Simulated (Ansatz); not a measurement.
## Cl on Ir(100): change of the work function

How does Cl on the hollow site change the work function of Ir(100) as the layer fills?

Method: plane-wave DFT, PBEsol, Ansatz PAW, in the first sound run; inputs show where later runs differ, in Ansatz 0.2.0.

### 1. The structure

The cell holds 4 atoms: 4 Ir. Cell: a = 2.715 Å, b = 2.715 Å, c = 23.760 Å, α = 90.0°, β = 90.0°, γ = 90.0°. Vacuum lies along c.

### 2. The clean slab

The bare slab comes first, as the zero from which every change is counted. The two lowest layers are held at bulk places and the upper ones relax. The dipole correction removes the false field that a one-sided slab makes across the periodic vacuum, so each face gets a flat vacuum level of its own.

Contents of input.yaml:

```yaml
crystal:
  lattice:
    - [2.7152900398, 0.0, 0.0]
    - [0.0, 2.7152900398, 0.0]
    - [0.0, 0.0, 23.76]
  atoms:
    - { symbol: Ir, position: [0.5, 0.5, 0.3787878788] }
    - { symbol: Ir, position: [0.0, 0.0, 0.4595959596] }
    - { symbol: Ir, position: [0.5, 0.5, 0.5404040404] }
    - { symbol: Ir, position: [0.0, 0.0, 0.6212121212] }
kpoints:
  mp_grid: { grid: [11, 11, 1] }
hamiltonian:
  xc: pbesol
scf:
  occupations: { method: fermi_dirac, width: 0.1 }
  convergence: { dr2_threshold: 1.0e-08 }
efield:
  axis: 3
  dipole_correction: true
  ramp_position: 0.97
  ramp_width: 0.06
relax:
  f_tol: 0.02
  max_steps: 60
  constraints: [{ sites: [0, 1] }]
output:
  write_potential: true
  write_density: true
  volumetric_format: npy
```

Launch:

```
$ ansatz run input.yaml --threads 4 --pin off --max-ram 12288MiB --backend cpu --events-out ev --progress --plain --runs-dir out
```

Numbers of over 12 decimals in the logs are rounded to 6 here.

The program printed:

```text
Engine: ansatz 0.2.0, aarch64-unknown-linux-gnu
Pseudopotentials: kind: paw
Pseudopotential: Ir, paw, valence charge 17, recommended cutoff 420 eV (normal), Ir.paw.azcp
Functional definition: PBEsol
  exchange = pbesol_x
  correlation = pbesol_c
Crystal: 4 atoms, lattice volume = 175.178 Å³
Basis set: ecut = 420 eV, 3491 PW (Γ), exchange–correlation on 40×40×320 points (8 copies of the dense FFT grid, shifted against one another)
Bands: 41, of which v1, the nominal top of the filled ones, is band 34 counted from 1 (33 counted from 0)
Symmetry: 8 space group operations
k-points: 21 of 121
Non-local potential: Ir, projectors of the file, l = 0: 3, l = 1: 2, l = 2: 2, l = 3: 1
PAW form: soft (Blöchl's): semilocal exchange-correlation on the pseudo side does not see the compensation charge
PAW frozen core: Ir, regenerated for the run's functional, and the local potential with it (the file was generated under x = pbe(κ = 0.804, μ = 0.219515), c = pbe(β = 0.066725))
PAW one-centre angular grid: Ir, 590 points (default); XC on 64 Gauss nodes
Initial density: superposition of atomic densities (neutral atoms: chi_scale 0, normalization atom), corrected by the library's trained network
Initial wavefunctions: pseudopotential atomic-orbital guess
Functional: x = pbesol(κ = 0.804, μ = 0.123457), c = pbesol(β = 0.046)
SCF iter   1: F=—  HF=-47193.011029 eV  |F-HF|=—  |Δ(HF+E_count)|=         —  Δρ=7.74e-3  dr2=5.87e-1  ethr=1.77e-3  p=0.000 e·Å  D=3.95e-14 V/Å  ΔV_dip=-0.00 eV  dr2_dipole=6.54e-9  V_vac-E_F(+/−)=5.26/5.26 eV  ⟨swp⟩=8.0  Hψ=3900  notcnv=0
efield: sawtooth ramp at fractional position 0.9700 (set: `efield.ramp_position`, or a place that a band, a saddle search or an elastic batch's reference lends), width 0.0600; the density the first Hamiltonian is built on has a dipole p = 0.000 e·Å; the dipole correction subtracts the counter field D = 3.95e-14 V/Å, which shifts the + side's vacuum level by -0.00 eV against the − side's; the planar-averaged density in the ramp window peaks in size at 9.4e-7 e/Å³
preconditioner: auto → LDOS  [metal: Δε(μ)=0.015 eV  Ē_g=5.990 eV  σ=0.100 eV  W_gap=0.04  n_scr=28 (ndim 8)  ℏωp=16.8 eV  f_vac=0.604  D(μ)=5.48/eV (n_scr^D=36)  β→1.0]
SCF iter   2: F=—  HF=-47192.984144 eV  |F-HF|=—  |Δ(HF+E_count)|=   2.69e-2  Δρ=4.00e-3  dr2=3.87e-2  ethr=8.63e-4  p=-0.000 e·Å  D=-4.38e-5 V/Å  ΔV_dip=0.00 eV  dr2_dipole=2.83e-9  V_vac-E_F(+/−)=5.61/5.61 eV  ⟨swp⟩=2.6  Hψ=1361  notcnv=0  defer=1
SCF iter   3: F=—  HF=-47192.983828 eV  |F-HF|=—  |Δ(HF+E_count)|=   3.15e-4  Δρ=2.55e-3  dr2=2.41e-2  ethr=5.69e-5  p=-0.000 e·Å  D=-7.10e-6 V/Å  ΔV_dip=0.00 eV  dr2_dipole=9.50e-9  V_vac-E_F(+/−)=5.58/5.58 eV  ⟨swp⟩=3.4  Hψ=1957  notcnv=0  defer=1
SCF iter   4: F=—  HF=-47192.979297 eV  |F-HF|=—  |Δ(HF+E_count)|=   4.53e-3  Δρ=3.58e-4  dr2=3.49e-4  ethr=3.55e-5  p=-0.000 e·Å  D=-1.17e-5 V/Å  ΔV_dip=0.00 eV  dr2_dipole=4.58e-9  V_vac-E_F(+/−)=5.64/5.64 eV  ⟨swp⟩=2.0  Hψ=1257  notcnv=0  defer=1
SCF iter   5: F=—  HF=-47192.979305 eV  |F-HF|=—  |Δ(HF+E_count)|=   8.15e-6  Δρ=1.47e-4  dr2=1.21e-4  ethr=5.14e-7  p=-0.000 e·Å  D=-7.26e-6 V/Å  ΔV_dip=0.00 eV  dr2_dipole=1.86e-9  V_vac-E_F(+/−)=5.65/5.65 eV  ⟨swp⟩=3.0  Hψ=1689  notcnv=0  defer=1
SCF iter   6: F=—  HF=-47192.979302 eV  |F-HF|=—  |Δ(HF+E_count)|=   3.20e-6  Δρ=9.79e-5  dr2=2.61e-5  ethr=1.79e-7  p=-0.000 e·Å  D=-2.91e-6 V/Å  ΔV_dip=0.00 eV  dr2_dipole=1.08e-10  V_vac-E_F(+/−)=5.67/5.67 eV  ⟨swp⟩=2.1  Hψ=1285  notcnv=0  defer=1
SCF iter   7: F=—  HF=-47192.979352 eV  |F-HF|=—  |Δ(HF+E_count)|=   4.97e-5  Δρ=2.18e-5  dr2=1.12e-6  ethr=3.84e-8  p=-0.000 e·Å  D=-9.50e-7 V/Å  ΔV_dip=0.00 eV  dr2_dipole=8.85e-13  V_vac-E_F(+/−)=5.67/5.67 eV  ⟨swp⟩=2.0  Hψ=1229  notcnv=0  defer=1
SCF iter   8: F=—  HF=-47192.979349 eV  |F-HF|=—  |Δ(HF+E_count)|=   2.73e-6  Δρ=6.71e-6  dr2=1.46e-7  ethr=1.65e-9  p=-0.000 e·Å  D=-3.36e-7 V/Å  ΔV_dip=0.00 eV  dr2_dipole=2.32e-13  V_vac-E_F(+/−)=5.68/5.68 eV  ⟨swp⟩=2.8  Hψ=1746  notcnv=0  defer=1
SCF iter   9: F=-47192.979349 eV  HF=-47192.979349 eV  |F-HF|=3.50e-8  |Δ(HF+E_count)|=   1.66e-7  Δρ=2.37e-6  dr2=8.88e-9  ethr=1.47e-11  p=-0.000 e·Å  D=-1.27e-7 V/Å  ΔV_dip=0.00 eV  dr2_dipole=4.16e-13  V_vac-E_F(+/−)=5.68/5.68 eV  ⟨swp⟩=9.1  Hψ=7127  notcnv=0
SCF 1 converged in 9 iterations: F = -47192.979349 eV  dr2 = 8.88e-9
  greatest PAW one-centre occupation: 1.000 electrons in one spin orbital (limit 2), on the Ir atom at site 1 (counted from 0), in its partial waves of l = 0
relax step   1: F+E_penalty+E_count = -47192.97934924 eV  Δ(F+E_penalty+E_count) = +0.000e0 eV  max|allowed force component| = 1.064e0 eV/Å  Δτ_max = 0.0000 Å  (9 SCF iters, accepted)
Initial density: handed on by an earlier stage of this run
Initial wavefunctions: those handed on with the density
iter 1 solved again at ethr=2.36e-3 eV; its pass at ethr=3.10e-3 eV (dr2=1.60e0 eV) is discarded
SCF iter   1: F=—  HF=-47193.022890 eV  |F-HF|=—  |Δ(HF+E_count)|=         —  Δρ=1.08e-2  dr2=1.43e0  ethr=2.36e-3  p=-0.000 e·Å  D=-3.40e-7 V/Å  ΔV_dip=0.00 eV  dr2_dipole=4.43e-1  V_vac-E_F(+/−)=5.63/5.63 eV  ⟨swp⟩=1.2  Hψ=3442  notcnv=0
efield: sawtooth ramp at fractional position 0.9700 (set: `efield.ramp_position`, or a place that a band, a saddle search or an elastic batch's reference lends), width 0.0600; the density the first Hamiltonian is built on has a dipole p = -0.000 e·Å; the dipole correction subtracts the counter field D = -3.40e-7 V/Å, which shifts the + side's vacuum level by +0.00 eV against the − side's; the planar-averaged density in the ramp window peaks in size at 2.2e-6 e/Å³
preconditioner: auto → LDOS  [metal: Δε(μ)=0.008 eV  Ē_g=6.284 eV  σ=0.100 eV  W_gap=0.02  n_scr=28 (ndim 8)  ℏωp=16.8 eV  f_vac=0.612  D(μ)=5.50/eV (n_scr^D=38)  β→1.0]
SCF iter   2: F=—  HF=-47192.993712 eV  |F-HF|=—  |Δ(HF+E_count)|=   2.92e-2  Δρ=3.73e-3  dr2=7.17e-2  ethr=2.11e-3  p=0.004 e·Å  D=4.04e-3 V/Å  ΔV_dip=-0.10 eV  dr2_dipole=6.16e-3  V_vac-E_F(+/−)=5.60/5.69 eV  ⟨swp⟩=2.0  Hψ=1247  notcnv=0
SCF iter   3: F=—  HF=-47192.986773 eV  |F-HF|=—  |Δ(HF+E_count)|=   6.94e-3  Δρ=2.40e-3  dr2=2.26e-2  ethr=1.05e-4  p=0.000 e·Å  D=5.11e-4 V/Å  ΔV_dip=-0.01 eV  dr2_dipole=4.89e-5  V_vac-E_F(+/−)=5.66/5.67 eV  ⟨swp⟩=2.5  Hψ=1588  notcnv=0
SCF iter   4: F=—  HF=-47192.980738 eV  |F-HF|=—  |Δ(HF+E_count)|=   6.03e-3  Δρ=5.40e-4  dr2=1.11e-3  ethr=3.32e-5  p=0.002 e·Å  D=1.71e-3 V/Å  ΔV_dip=-0.04 eV  dr2_dipole=3.12e-6  V_vac-E_F(+/−)=5.64/5.68 eV  ⟨swp⟩=2.6  Hψ=1545  notcnv=0
[...]
SCF iter   2: F=—  HF=-47193.040754 eV  |F-HF|=—  |Δ(HF+E_count)|=   8.10e-3  Δρ=1.85e-3  dr2=1.98e-2  ethr=1.72e-4  p=-0.001 e·Å  D=-6.41e-4 V/Å  ΔV_dip=0.02 eV  dr2_dipole=2.90e-3  V_vac-E_F(+/−)=5.69/5.68 eV  ⟨swp⟩=2.0  Hψ=1227  notcnv=0
SCF iter   3: F=—  HF=-47193.040055 eV  |F-HF|=—  |Δ(HF+E_count)|=   6.99e-4  Δρ=1.46e-3  dr2=7.92e-3  ethr=8.77e-6  p=0.000 e·Å  D=5.12e-4 V/Å  ΔV_dip=-0.01 eV  dr2_dipole=5.14e-5  V_vac-E_F(+/−)=5.67/5.69 eV  ⟨swp⟩=2.9  Hψ=1823  notcnv=0
SCF iter   4: F=—  HF=-47193.037738 eV  |F-HF|=—  |Δ(HF+E_count)|=   2.32e-3  Δρ=1.99e-4  dr2=1.33e-4  ethr=3.50e-6  p=0.000 e·Å  D=6.83e-5 V/Å  ΔV_dip=-0.00 eV  dr2_dipole=3.81e-6  V_vac-E_F(+/−)=5.68/5.68 eV  ⟨swp⟩=2.3  Hψ=1622  notcnv=0
SCF iter   5: F=—  HF=-47193.037730 eV  |F-HF|=—  |Δ(HF+E_count)|=   8.07e-6  Δρ=6.93e-5  dr2=1.30e-5  ethr=5.89e-8  p=0.000 e·Å  D=3.42e-4 V/Å  ΔV_dip=-0.01 eV  dr2_dipole=1.28e-7  V_vac-E_F(+/−)=5.67/5.68 eV  ⟨swp⟩=2.8  Hψ=1663  notcnv=0
SCF iter   6: F=—  HF=-47193.037776 eV  |F-HF|=—  |Δ(HF+E_count)|=   4.65e-5  Δρ=2.15e-5  dr2=1.98e-6  ethr=5.73e-9  p=0.001 e·Å  D=5.32e-4 V/Å  ΔV_dip=-0.01 eV  dr2_dipole=1.32e-8  V_vac-E_F(+/−)=5.67/5.68 eV  ⟨swp⟩=3.0  Hψ=1788  notcnv=0
SCF iter   7: F=—  HF=-47193.037777 eV  |F-HF|=—  |Δ(HF+E_count)|=   1.24e-6  Δρ=7.78e-6  dr2=2.43e-7  ethr=8.76e-10  p=0.001 e·Å  D=6.16e-4 V/Å  ΔV_dip=-0.01 eV  dr2_dipole=4.27e-9  V_vac-E_F(+/−)=5.67/5.68 eV  ⟨swp⟩=2.7  Hψ=1531  notcnv=0
SCF iter   8: F=—  HF=-47193.037777 eV  |F-HF|=—  |Δ(HF+E_count)|=   3.11e-8  Δρ=2.67e-6  dr2=2.38e-8  ethr=1.07e-10  p=0.001 e·Å  D=6.74e-4 V/Å  ΔV_dip=-0.02 eV  dr2_dipole=6.84e-9  V_vac-E_F(+/−)=5.67/5.68 eV  ⟨swp⟩=3.2  Hψ=1694  notcnv=0
SCF iter   9: F=-47193.037777 eV  HF=-47193.037777 eV  |F-HF|=8.77e-9  |Δ(HF+E_count)|=   7.49e-8  Δρ=9.08e-7  dr2=4.83e-9  ethr=4.42e-12  p=0.001 e·Å  D=6.95e-4 V/Å  ΔV_dip=-0.02 eV  dr2_dipole=3.22e-10  V_vac-E_F(+/−)=5.67/5.68 eV  ⟨swp⟩=10.8  Hψ=6330  notcnv=0
SCF 3 converged in 9 iterations: F = -47193.037777 eV  dr2 = 4.83e-9
relax step   3: F+E_penalty+E_count = -47193.03777743 eV  Δ(F+E_penalty+E_count) = -5.724e-2 eV  max|allowed force component| = 1.109e-1 eV/Å  Δτ_max = 0.0936 Å  (9 SCF iters, accepted)
SCF iter   1: F=—  HF=-47193.038186 eV  |F-HF|=—  |Δ(HF+E_count)|=         —  Δρ=3.65e-4  dr2=1.01e-3  ethr=2.03e-5  p=0.001 e·Å  D=6.95e-4 V/Å  ΔV_dip=-0.02 eV  dr2_dipole=2.77e-4  V_vac-E_F(+/−)=5.67/5.69 eV  ⟨swp⟩=2.0  Hψ=1668  notcnv=0  defer=1
efield: sawtooth ramp at fractional position 0.9700 (set: `efield.ramp_position`, or a place that a band, a saddle search or an elastic batch's reference lends), width 0.0600; the density the first Hamiltonian is built on has a dipole p = 0.001 e·Å; the dipole correction subtracts the counter field D = 6.95e-4 V/Å, which shifts the + side's vacuum level by -0.02 eV against the − side's; the planar-averaged density in the ramp window peaks in size at 2.2e-6 e/Å³
preconditioner: auto → LDOS  [metal: Δε(μ)=0.036 eV  Ē_g=6.139 eV  σ=0.100 eV  W_gap=0.09  n_scr=28 (ndim 8)  ℏωp=16.8 eV  f_vac=0.607  D(μ)=5.64/eV (n_scr^D=38)  β→1.0]
SCF iter   2: F=—  HF=-47193.038158 eV  |F-HF|=—  |Δ(HF+E_count)|=   2.77e-5  Δρ=1.82e-4  dr2=1.21e-4  ethr=1.48e-6  p=0.001 e·Å  D=5.84e-4 V/Å  ΔV_dip=-0.01 eV  dr2_dipole=3.82e-7  V_vac-E_F(+/−)=5.67/5.68 eV  ⟨swp⟩=2.0  Hψ=1402  notcnv=0  defer=1
SCF iter   3: F=—  HF=-47193.038128 eV  |F-HF|=—  |Δ(HF+E_count)|=   2.97e-5  Δρ=4.38e-5  dr2=7.95e-6  ethr=1.78e-7  p=0.001 e·Å  D=6.73e-4 V/Å  ΔV_dip=-0.02 eV  dr2_dipole=7.97e-7  V_vac-E_F(+/−)=5.67/5.68 eV  ⟨swp⟩=2.6  Hψ=1490  notcnv=0  defer=1
SCF iter   4: F=—  HF=-47193.038163 eV  |F-HF|=—  |Δ(HF+E_count)|=   3.51e-5  Δρ=1.35e-5  dr2=6.33e-7  ethr=1.17e-8  p=0.001 e·Å  D=6.81e-4 V/Å  ΔV_dip=-0.02 eV  dr2_dipole=8.09e-8  V_vac-E_F(+/−)=5.67/5.68 eV  ⟨swp⟩=2.9  Hψ=1582  notcnv=0  defer=1
SCF iter   5: F=—  HF=-47193.038163 eV  |F-HF|=—  |Δ(HF+E_count)|=   1.30e-7  Δρ=3.44e-6  dr2=2.99e-8  ethr=9.31e-10  p=0.001 e·Å  D=6.89e-4 V/Å  ΔV_dip=-0.02 eV  dr2_dipole=2.48e-10  V_vac-E_F(+/−)=5.67/5.68 eV  ⟨swp⟩=2.2  Hψ=1309  notcnv=0  defer=1
SCF iter   6: F=-47193.038163 eV  HF=-47193.038163 eV  |F-HF|=1.69e-8  |Δ(HF+E_count)|=   9.49e-8  Δρ=1.29e-6  dr2=6.58e-9  ethr=1.47e-11  p=0.001 e·Å  D=7.00e-4 V/Å  ΔV_dip=-0.02 eV  dr2_dipole=4.00e-10  V_vac-E_F(+/−)=5.67/5.68 eV  ⟨swp⟩=11.0  Hψ=6703  notcnv=0
SCF 4 converged in 6 iterations: F = -47193.038163 eV  dr2 = 6.58e-9
relax step   4: F+E_penalty+E_count = -47193.03816344 eV  Δ(F+E_penalty+E_count) = -3.860e-4 eV  max|allowed force component| = 2.922e-3 eV/Å  Δτ_max = 0.0047 Å  (6 SCF iters, accepted)
NSCF: frozen V_eff on 21 k-points
the band table was solved once a step of the walk had ended and its energy, with any forces and stress, was formed, with the checks that follow a solve (4200 applications of the Hamiltonian). They found nothing against the state; the energy, forces and stress were not computed again (output.eigenvalues in the input reference)
WARN: The output density's exchange-correlation potential varies sharply where the density is thin. Do not read a vacuum level from v_tot or v_xc, or from such a field of the output density. On a cell that repeats whose density bears no net charge and no dipole along the vacuum's axis use v_es (v_loc + v_h of the components); under efield.dipole_correction with no amplitude use v_es + v_field, which holds any externa [...]
SCF converged after 6 iterations
Free energy (F): -47193.038163 eV
Harris-Foulkes:  -47193.038163 eV  (|F-HF|=1.69e-8)
Internal energy: -47192.855794 eV  (E = F + TS)
E sigma→0 (E₀):  -47192.946979 eV
Entropy (-TS):   -0.182369 eV (-45.592 meV/atom)
Fermi energy:    4.407858 eV
Dipole field:    D = 0.000729 V/Å  (p = 0.000706 e·Å, saw-weighted, corrected)
Work function:   Φ+ = 5.6651 eV   Φ− = 5.6824 eV
Levels:          The Fermi level and band energies are counted from a zero that moves with the ramp; work functions are not
--- Per-component energies (eV) ---
  E_band       = -1755.240704
  E_kinetic    = 2486.207778
  E_local      = -110353.645532  (includes V_loc(G=0)·N_el)
  E_nonlocal   = 305.598701
  E_hartree    = 53968.499904
  E_xc         = -1060.808581
  E_vxc        = -1191.846336  (∫ρ·V_xc dr)
  E_paw        = -36355.173102  (= ΣΔE_a)
  E_vpaw       = -938.538641  (= ΣTr[D̂ρ^β])
  E_aug_tail   = 0.000219  (compensation charges beyond the density's cutoff)
  E_efield     = 0.000000  (sawtooth field / dipole correction)
  E_vefield    = 0.001176  (∫n·V_field dr)
  E_ewald      = 43815.403680
  E_core_change = 1.061139  (= ΣΔE_core)
  E_smearing   = -0.182369  (= −TS)
  E_closure    = 0.000000  (closes the sum)
  Σ components = -47193.038163   (vs F -47193.038163, Δ=0.00e0)
--- Forces (eV/Å), atoms counted from 1 ---
  atom   1  Ir     0.00000000     0.00000000     1.06556563
  atom   2  Ir    -0.00000000     0.00000000    -1.06921600
  atom   3  Ir     0.00000000     0.00000000     0.00292220
  atom   4  Ir     0.00000000     0.00000000     0.00072725
  max |Σ_I F_I| component: 9.25e-7 eV/Å
--- Band table (eV; the first three rows and the last of 21) ---
  k-point 0: bands = [... 30 lower, 3.1451, 3.3943, 4.2130, 4.2928, 4.2928, 4.5535, 5.2023, 5.4797, ... 3 higher]
  k-point 1: bands = [... 30 lower, 3.1670, 3.3429, 3.4273, 3.6566, 4.4935, 4.6951, 4.9246, 5.3089, ... 3 higher]
  k-point 2: bands = [... 30 lower, 2.9046, 3.1796, 3.2840, 3.3308, 4.2579, 4.5362, 4.5987, 5.2849, ... 3 higher]
  k-point 20: bands = [... 30 lower, 4.8578, 4.9353, 5.3521, 5.6654, 6.1923, 6.4154, 7.2620, 8.6191, ... 3 higher]
--- Relaxed structure (4 steps of the walk, 4 accepted, 0 SCFs on fresh bases) ---
  F+E_penalty+E_count = -47193.03816344 eV   max|allowed force component| = 2.922e-3 eV/Å
  atoms:
    - { symbol: Ir, position: [0.5, 0.5, 0.3787878788] }
    - { symbol: Ir, position: [0.0, 0.0, 0.4595959596] }
    - { symbol: Ir, position: [0.5, 0.5, 0.540612] }
    - { symbol: Ir, position: [0, 0.0, 0.617014] }
```

It took 16 s on 4 threads of Arm Neoverse V2, shared host; peak memory 0.47 GiB.

The steps of the relaxation:

```csv
step,energy less that of the first step (eV),largest force component (eV/Å)
1,0.0000,1.0644
2,-0.0012,1.3071
3,-0.0584,0.1109
4,-0.0588,0.0029
```

Forces are held to the 8 operations that the run works with; a distortion that breaks them can't arise in this run.

The atoms that moved most (Å):

```csv
atom,dx,dy,dz,length
Ir4,0.000,0.000,-0.100,0.100
```

The relaxed structure:

```xyz
4
Lattice="2.7153 0.0000 0.0000 0.0000 2.7153 0.0000 0.0000 0.0000 23.7600" Properties=species:S:1:pos:R:3
Ir    1.3576    1.3576    9.0000
Ir    0.0000    0.0000   10.9200
Ir    1.3576    1.3576   12.8449
Ir    0.0000    0.0000   14.6602
```

This step gave:

```yaml
energy_at_zero_smearing: -47192.9470 eV
work_function_upper_face: 5.665 eV
dipole_along_the_normal: 7.06e-4 e·Å
```

Running mean over 1.92 Å of the planar mean; the ramp of the sawtooth is left out. Table of electron's electrostatic potential energy less the Fermi level by z:

z (Å), electron's electrostatic potential energy less the Fermi level (eV) and a bar from the least value:
```
      3.0        5.7 ##############################
      3.5        5.7 ##############################
      4.0        5.7 ##############################
      4.5        5.7 ##############################
      5.0        5.7 ##############################
      5.5        5.7 ##############################
      6.0        5.6 ##############################
      6.5        5.5 ##############################
      7.0        4.9 #############################
      7.5        2.3 #########################
      8.0       -3.4 ################
      8.5       -9.4 ########
      9.0      -12.2 ###
      9.5      -12.9 ##
     10.0      -13.1 ##
     10.5      -13.2 ##
     11.0      -13.4 ##
     11.5      -13.4 ##
     12.0      -13.5 ##
     12.5      -13.6 #
     13.0      -13.9 #
     13.5      -14.5 
     14.0      -14.3 
     14.5      -13.1 ##
     15.0      -10.9 #####
     15.5       -5.6 #############
     16.0        0.8 #######################
     16.5        4.4 ############################
     17.0        5.3 #############################
     17.5        5.6 ##############################
     18.0        5.6 ##############################
     18.5        5.7 ##############################
     19.0        5.7 ##############################
     19.5        5.7 ##############################
     20.0        5.7 ##############################
     20.5        5.7 ##############################
```

The relaxation took 4 steps and lowered the energy by 0.059 eV; the largest force on the free atoms ends at 0.0029 eV/Å.

The work function of the upper face is 5.67 eV.

[end of part 1 of 5]

[Logs are printed without paths, hosts, clocks, repeated set-up lines and the standing remarks that a program may print on its own settings, such as how far it seeks lower states.]

[Hosts, paths, dates, database ids (printed as entryN), source tags and the programs' standing remarks are cut or masked in the printed files.]

[Maps of the electrostatic potential energy from Ansatz leave out the sawtooth potential of an applied field or a dipole correction, so their vacuum need not be flat; planar profiles and work functions include it.]
